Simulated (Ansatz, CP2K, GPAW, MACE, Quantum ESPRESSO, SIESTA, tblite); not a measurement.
# Amorphous Si (76 atoms) in GPAW, part 2 of 2

How do the settings of GPAW change the result for amorphous Si (76 atoms)? A plane-wave run serves as the yardstick.

Program: GPAW 26.7.0; the method stands at each step. Banners, paths, timers and routine set-up lines are dropped from the logs unmarked, and long logs keep their key lines alone; longer cuts are marked.

So far. Step 3 (PBE, LCAO dzp, h 0.16 Å): Against the first run (5.3 %), the force difference from the reference is 5.3 %, at 1.9 times the CPU time: the change moves forces by 1.9 meV/Å r.m.s., so most of the difference comes from elsewhere. Step 4 (PBE, LCAO szp(dzp), h 0.2 Å): Against the first run (5.3 %), the force difference from the reference is 16 %, at 0.80 times the CPU time, with 684 basis functions against 988: the smaller basis costs accuracy.

**5. PBE, LCAO dzp, h 0.2 Å, other mixer settings**

Method: Kohn-Sham DFT, PBE, PAW, atomic orbitals (dzp).

The input, run.py:

```python
import numpy as np
from ase.io import read
from gpaw import GPAW, FermiDirac, Mixer

atoms = read("structure.xyz")
atoms.calc = GPAW(
    mode="lcao",
    basis="dzp",
    h=0.2,
    xc="PBE",
    kpts={"size": (1, 1, 1), "gamma": True},
    occupations=FermiDirac(0.05),
    mixer=Mixer(0.03, 7, 100),
    maxiter=200,
    symmetry={"point_group": False},
    txt="gpaw.txt",
)
energy = atoms.get_potential_energy(force_consistent=True)
forces = atoms.get_forces()
print(f"energy {energy:.6f} eV")
print("forces (eV/A)")
for i, (a, f) in enumerate(zip(atoms, forces)):
    print(f"{i:4d} {a.symbol:2s} {f[0]:10.5f} {f[1]:10.5f} {f[2]:10.5f}")
print(f"Fermi level {atoms.calc.get_fermi_level():.4f} eV")
for k in range(len(atoms.calc.get_ibz_k_points())):
    for s in range(atoms.calc.get_number_of_spins()):
        e = atoms.calc.get_eigenvalues(kpt=k, spin=s)
        n = np.searchsorted(e, atoms.calc.get_fermi_level())
        print(f"k {k} spin {s} levels about the Fermi level:", np.round(e[max(n - 6, 0):n], 4).tolist(), "|", np.round(e[n:n + 6], 4).tolist())
```

The input, structure.xyz:

```xyz
76
Lattice="11.52060 0.00000 0.00000 0.00000 11.52060 0.00000 0.00000 0.00000 11.52060" Properties=species:S:1:pos:R:3 pbc="T T T"
[... 76 atom lines left out: the same atoms as in the first run ...]
```

Launch:

```console
> OMP_NUM_THREADS=1 python run.py > output.txt
```

Log:

```text
energy -373.718130 eV
forces (eV/A)
   0 Si   -0.27389   -0.09226    0.04996
   1 Si   -0.81616    2.40319    0.83077
   2 Si   -0.54276    0.20428   -1.54379
   3 Si    0.01204   -0.17534   -0.54591
   4 Si    0.82147   -0.92676    0.19176
   5 Si   -0.96964   -1.92450   -0.60716
   6 Si    1.45414    1.29707    3.50310
   7 Si    0.93271   -0.37910   -0.08702
   8 Si    0.01450   -0.20090    0.51664
   9 Si    0.53375    0.23778    0.66757
  10 Si    1.75848   -0.76680    0.75932
  11 Si    0.46037    0.28145   -0.23157
[...]
71 Si   -0.11926   -0.28861   -0.38345
  72 Si   -1.76444    0.77330    0.19490
  73 Si    1.13388    0.28803    1.23639
  74 Si   -0.18485   -0.10646    0.35435
  75 Si   -0.57417    0.35082   -2.69283
Fermi level 5.4842 eV
k 0 spin 0 levels about the Fermi level: [4.935, 5.1154, 5.1596, 5.2785, 5.3839, 5.4441] | [5.54, 5.5686, 5.6394, 5.8372, 5.9495, 5.9956]
```

gpaw.txt:

```text
Input parameters:
  mode=LCAO(),
  basis={'default': 'dzp'},
  h=0.2,
  kpts=MonkhorstPack(size=(1, 1, 1), gamma=True),
  maxiter=200,
  mixer=Pulay(name='pulay', nmaxold=7, beta=0.03, weight=100, sigma=0.015, g_ss=None),
  occupations=Occupations(name='fermi-dirac', width=0.05, fixmagmom=False),
[... lines left out ...]
  Fermi-Dirac:
[... lines left out ...]
convergence criteria:
- Maximum [total energy] change in last 3 cyles: 0.0005 eV / valence electron
[... lines left out ...]
Converged in 25 steps
[... lines left out ...]
  Free energy:    -373.718130
[... lines left out ...]
Fermi level: 5.484
[... lines left out ...]
|          0 |        -6.957 |     2.000 |
|        ... |               |           |
|        144 |         4.786 |     2.000 |
|        145 |         4.821 |     2.000 |
[...]
|        159 |         6.128 |     0.000 |
|        ... |               |           |
|        186 |         7.767 |     0.000 |
Gap: 0.096 eV
Transition (v -> c):
  (s=0, k=0, n=151, [0.00, 0.00, 0.00]) -> (s=0, k=0, n=152, [0.00, 0.00, 0.00])
No difference between direct/indirect transitions
Force computation time: 27.649  # s
timing:  # [seconds]
  Total:  339.895  # ━━━━━━━━━━━━━━━━━━━━━━━━━━━━━━━━━━━━━━━━━━━━━━━━━━━━━━━━
  Init:     7.478  # ━
  SCF:    304.741  # ━━━━━━━━━━━━━━━━━━━━━━━━━━━━━━━━━━━━━━━━━━━━━━━━━━
  Forces:  27.649  # ━━━━╸
```

Elapsed: 5.7 min, on 1 thread of Arm Neoverse V2, shared host; peak memory 1.4 GiB.

Numbers from this run, and their distance from the reference:

- r.m.s. force component: 0.9804 eV/Å
- r.m.s. difference of force components: 49.75 meV/Å
- longest difference of force vectors: 152.9 meV/Å
- force difference over r.m.s. force: 5.294 %
- slope of forces against the reference's: 1.043
- correlation of force components: 0.9996
- energy less the same-level run's: 0 meV/atom
- r.m.s. force difference from the same-level run: 1.191 meV/Å

Against the first run (5.3 %), the force difference from the reference is 5.3 %, at 1.4 times the CPU time (25 SCF steps against 17): another solver or mixer reaches the same state.

**6. The ladder**

Differences are against the plane-wave reference, forces as r.m.s. over components; share is that over the reference's r.m.s. force, slope the least-squares factor from reference forces to these. Total energies of different programs have different zeros and aren't compared.

```
                                              run  Δ force, r.m.s. (meV/Å)  share (%)  slope  cores  CPU time  memory (GiB)
                                        reference                        -          -      -      4   7.2 min           4.6
                      GPAW PBE, LCAO dzp, h 0.2 Å                     50.0       5.32  1.043      1     4 min           1.5
                     GPAW PBE, LCAO dzp, h 0.16 Å                     50.0       5.33  1.043      1   7.7 min           3.0
        GPAW PBE, LCAO szp(dzp), h 0.2 Å (coarse)                      147       15.7  1.110      1   3.2 min           1.5
GPAW PBE, LCAO dzp, h 0.2 Å, other mixer settings                     49.7       5.29  1.043      1   5.7 min           1.4
```

Rows marked coarse were listed beforehand as settings not expected to be converged; some can still land near the reference.

CPU time is summed over cores on a shared host, where runs went side by side, so it is rough. Symmetry, cutoffs, thresholds, outputs and thread counts weren't matched or tuned between programs; memory under MPI is the largest rank's times the ranks.

Within one program, basis, potentials and functional, energies share a zero. Each run against its twin at the usual cutoff or grid and solver:

```
                                              run               twin  Δ energy (meV/atom)  Δ force, r.m.s. (meV/Å)  CPU time over the twin's
                     GPAW PBE, LCAO dzp, h 0.16 Å  LCAO dzp, h 0.2 Å                -2.27                     1.86                       1.9
GPAW PBE, LCAO dzp, h 0.2 Å, other mixer settings  LCAO dzp, h 0.2 Å                    0                     1.19                       1.4
```

**7. Outcome**

- nearest in forces: a tie at 5.3 % of 3 runs: GPAW PBE, LCAO dzp, h 0.2 Å; GPAW PBE, LCAO dzp, h 0.16 Å; GPAW PBE, LCAO dzp, h 0.2 Å, other mixer settings

The PBE runs in local orbitals, coarse settings apart, differ by 5.3 % in each run; basis, grid and potentials can all enter. Runs with settings chosen to be coarse differ by 16 % (GPAW PBE, LCAO szp(dzp), h 0.2 Å), their programs' other errors included. One electronic-structure run takes under half the reference's CPU time: GPAW PBE, LCAO szp(dzp), h 0.2 Å, at 16 % in 3.2 min against 7.2 min. GPAW PBE, LCAO szp(dzp), h 0.2 Å stiffens the forces by a factor of 1.11 while following their directions (correlation 0.995); the slopes of the 4 GPAW runs lie between 1.04 and 1.11. The quench rate of 10 K/ps is many orders above laboratory rates, so the cell is likely richer in defects and strain than a real sample. The network of bonds at the start is that of the classical potential that made the cell, and needn't be the one that DFT or experiment would give. The electronic-structure runs sample only Γ, in a cell whose shortest periodic width is 12 Å, which is coarse for a cell with partly filled levels.

[Also dropped from logs without a mark: logging warnings of Python, and SIESTA's first energy breakdown and zero terms.]

[Logs are printed without paths, hosts, clocks, repeated set-up lines and the standing remarks that a program may print on its own settings, such as how far it seeks lower states.]

[Hosts, paths, dates, database ids (printed as entryN), source tags and the programs' standing remarks are cut or masked in the printed files.]
